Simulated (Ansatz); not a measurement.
# The perfect Rh wire along [110], 8 atoms a period, part 2 of 2

Wanted: the relaxed geometry and the bands of the Rh wire along [110], 8 atoms a period.

Ansatz 0.2.0; DFT PBE, plane waves, PAW; relaxation of a wire's period; PAW set soft_1 (the session's first sound run).

So far: Starting point; Relaxation of atoms and period.

**2. Relaxation of atoms and period (continued)**

The steps of the relaxation:

| step | energy less that of the first step (eV) | largest force component (eV/Å) | pressure (GPa) | volume (Å³) |
| --- | --- | --- | --- | --- |
| 1 | 0.0000 | 1.4841 | -5.89 | 351.68 |
| 2 | -1.0595 | 0.4957 | 1.41 | 337.10 |
| 3 | -1.1972 | 0.1262 | -0.06 | 336.47 |
| 4 | -1.2374 | 0.1507 | -0.20 | 336.37 |
| 5 | -1.2405 | 0.1698 | 0.32 | 337.40 |
| 6 | -1.2466 | 0.0234 | -0.06 | 337.44 |
| 7 | -1.2469 | 0.0141 | 0.01 | 337.14 |
| 8* | -1.2433 | 0.0136 | 0.02 | 337.14 |

Relaxation steps marked * repeat the geometry before them on a plane-wave basis chosen anew for their cell, so energy and pressure can jump there.

Forces are held to the 8 operations that the run works with; a distortion that breaks them can't arise in this run.

| cell as run | before | after | change |
| --- | --- | --- | --- |
| c (Å) | 2.708 | 2.596 | -4.1 % |

The atoms that moved most (Å, along periodic axes as changes of fractional coordinates times the final cell, across vacuum about the mean position):

| atom | dx | dy | dz | length |
| --- | --- | --- | --- | --- |
| Rh8 | 0.137 | -0.278 | 0.000 | 0.310 |
| Rh7 | -0.137 | -0.278 | 0.000 | 0.310 |
| Rh3 | 0.137 | 0.278 | 0.000 | 0.310 |
| Rh1 | -0.137 | 0.278 | 0.000 | 0.310 |
| Rh6 | 0.000 | 0.126 | 0.000 | 0.126 |
| Rh5 | 0.000 | -0.126 | 0.000 | 0.126 |
| Rh4 | -0.084 | 0.000 | 0.000 | 0.084 |
| Rh2 | 0.084 | 0.000 | 0.000 | 0.084 |

This step gave:

```yaml
energy_at_zero_smearing: -51213.4231 eV
cell_length_along_the_wire: 2.596 Å
```

The cell's length comes to 2.596 Å with spin left out.

**3. Bands of the perfect wire**

This step: DFT PBE, plane waves, PAW; bands of a perfect wire; PAW set soft_1 (Ansatz 0.2.0).

At the relaxed period the bands are computed along the axis; those that cross an energy going forward count the channels that a perfect wire would open there.

The input, input.yaml:

```yaml
crystal:
  lattice:
    - [10.63, 0.0, 0.0]
    - [0.0, 12.216, 0.0]
    - [0.0, 0.0, 2.596250743]
  atoms:
    - { symbol: Rh, position: [0.30700237, 0.301066493, 0.0] }
    - { symbol: Rh, position: [0.327778103, 0.500017925, 0.0] }
    - { symbol: Rh, position: [0.69299763, 0.301066493, 0.0] }
    - { symbol: Rh, position: [0.672221897, 0.500017925, 0.0] }
    - { symbol: Rh, position: [0.5, 0.378874799, 0.5] }
    - { symbol: Rh, position: [0.5, 0.621161051, 0.5] }
    - { symbol: Rh, position: [0.30700237, 0.698969357, 0.0] }
    - { symbol: Rh, position: [0.69299763, 0.698969357, 0.0] }
kpoints:
  mp_grid: { grid: [1, 1, 31] }
  band_path: { path: ["Γ", Z], npoints: 90 }
scf:
  occupations: { method: fermi_dirac, width: 0.05 }
hamiltonian:
  xc: pbe
  pseudopotentials: { kind: paw, azcp: { folder: soft_1 } }
output:
  dos: { e_range: [-5, 4] }
  write_potential: true
  write_density: true
  volumetric_format: npy
```

Run with:

```
$ ansatz run input.yaml --threads 4 --pin off --max-ram 16384MiB --backend cpu --events-out ev --progress --plain --runs-dir out
```

Numbers of over 12 decimals in the logs are rounded to 6 here.

Log:

```text
[...]
Crystal: 8 atoms, lattice volume = 337.139 Å³
Basis set: ecut = 420 eV, 6615 PW (Γ)
Bands: 82, of which v1, the nominal top of the filled ones, is band 68 counted from 1 (67 counted from 0)
Symmetry: 8 space group operations
[...]
k-points: 16 of 31
[...]
SCF iter   1: F=—  HF=-51216.942605 eV  |F-HF|=—  |Δ(HF+E_count)|=         —  Δρ=5.05e-2  dr2=1.38e1  ethr=3.10e-3  ⟨swp⟩=8.2  Hψ=5284  notcnv=0  defer=3
[...]
SCF iter  11: F=-51213.483013 eV  HF=-51213.483013 eV  |F-HF|=2.88e-9  |Δ(HF+E_count)|=   3.91e-8  Δρ=2.44e-6  dr2=1.99e-8  ethr=7.35e-11  ⟨swp⟩=10.2  Hψ=3784  notcnv=0
SCF 1 converged in 11 iterations: F = -51213.483013 eV  dr2 = 1.99e-8
[...]
NSCF: frozen V_eff on 91 k-points
WARN: The output density's exchange-correlation potential varies sharply where the density is thin. Do not read a vacuum level from v_tot or v_xc, or from such a field of the output density. On a cell that repeats whose density bears no net charge and no dipole along the vacuum's axis use v_es (v_loc + v_h of the components); under efield.dipole_correction with no amplitude use v_es + v_field, which holds any externa [...]
SCF converged after 11 iterations
Free energy (F): -51213.483013 eV
[...]
Internal energy: -51213.358355 eV  (E = F + TS)
E sigma→0 (E₀):  -51213.420684 eV
Entropy (-TS):   -0.124658 eV (-15.582 meV/atom)
Fermi energy:    4.262294 eV
[...]
--- Band table (eV; the first three rows and the last of 16) ---
  k-point 0: bands = [... 64 lower, 3.8911, 3.9130, 4.1394, 4.3084, 4.3478, 4.3622, 4.6036, 4.6256, ... 10 higher]
  k-point 1: bands = [... 64 lower, 3.8445, 3.9412, 4.1049, 4.2378, 4.3340, 4.4556, 4.5676, 4.6817, ... 10 higher]
  k-point 2: bands = [... 64 lower, 3.8419, 4.0037, 4.0189, 4.0976, 4.3777, 4.4118, 4.5262, 4.7233, ... 10 higher]
  k-point 15: bands = [... 64 lower, 4.0729, 4.4999, 4.5724, 4.7532, 4.8312, 5.0909, 5.7336, 5.7762, ... 10 higher]
```

Wall time 15 s (4 threads of Intel Xeon 6975P-C (Granite Rapids), shared host); peak memory 1.6 GiB.

In the SCF lines HF is the Harris–Foulkes energy and dr2 the Hartree energy of the density residual, in eV; the loop may stop once dr2 is under the threshold and the program's other checks hold. Hψ counts applications of the Hamiltonian.

Numbers from this step:

```
energy at zero smearing : -51213.4207 eV
band gap                : 0 eV
```

Electronic bands along the path, in eV, zero at the Fermi level:

| point | band 65 | band 66 | band 67 | band 68 | band 69 | band 70 | band 71 | band 72 |
| --- | --- | --- | --- | --- | --- | --- | --- | --- |
| Γ | -0.37 | -0.35 | -0.12 | 0.05 | 0.09 | 0.10 | 0.34 | 0.36 |
| halfway | -0.80 | -0.74 | -0.53 | -0.52 | -0.36 | -0.02 | 0.09 | 0.13 |
| Z | -0.20 | 0.24 | 0.31 | 0.50 | 0.58 | 0.84 | 1.49 | 1.52 |

Between Γ and Z the bands cross the Fermi level 8 times, so a perfect wire would conduct at least 8 G₀, with spin left out.

**4. What came out**

```
cell length, PBE                                            : 2.596 Å
ballistic conductance by band crossings, a lower bound, PBE : 8 G₀
```

Under PBE the cell's length is 2.60 Å, and the bands cross the Fermi level 8 times between Γ and Z, which gives a perfect wire at least 8 G₀ (opposite crossings within one step of the path cancel in such a count). No spin was allowed, though thin wires with open d shells can turn magnetic.

[Logs are printed without paths, hosts, clocks, repeated set-up lines and the standing remarks that a program may print on its own settings, such as how far it seeks lower states.]

[Hosts, paths, dates, database ids (printed as entryN), source tags and the programs' standing remarks are cut or masked in the printed files.]
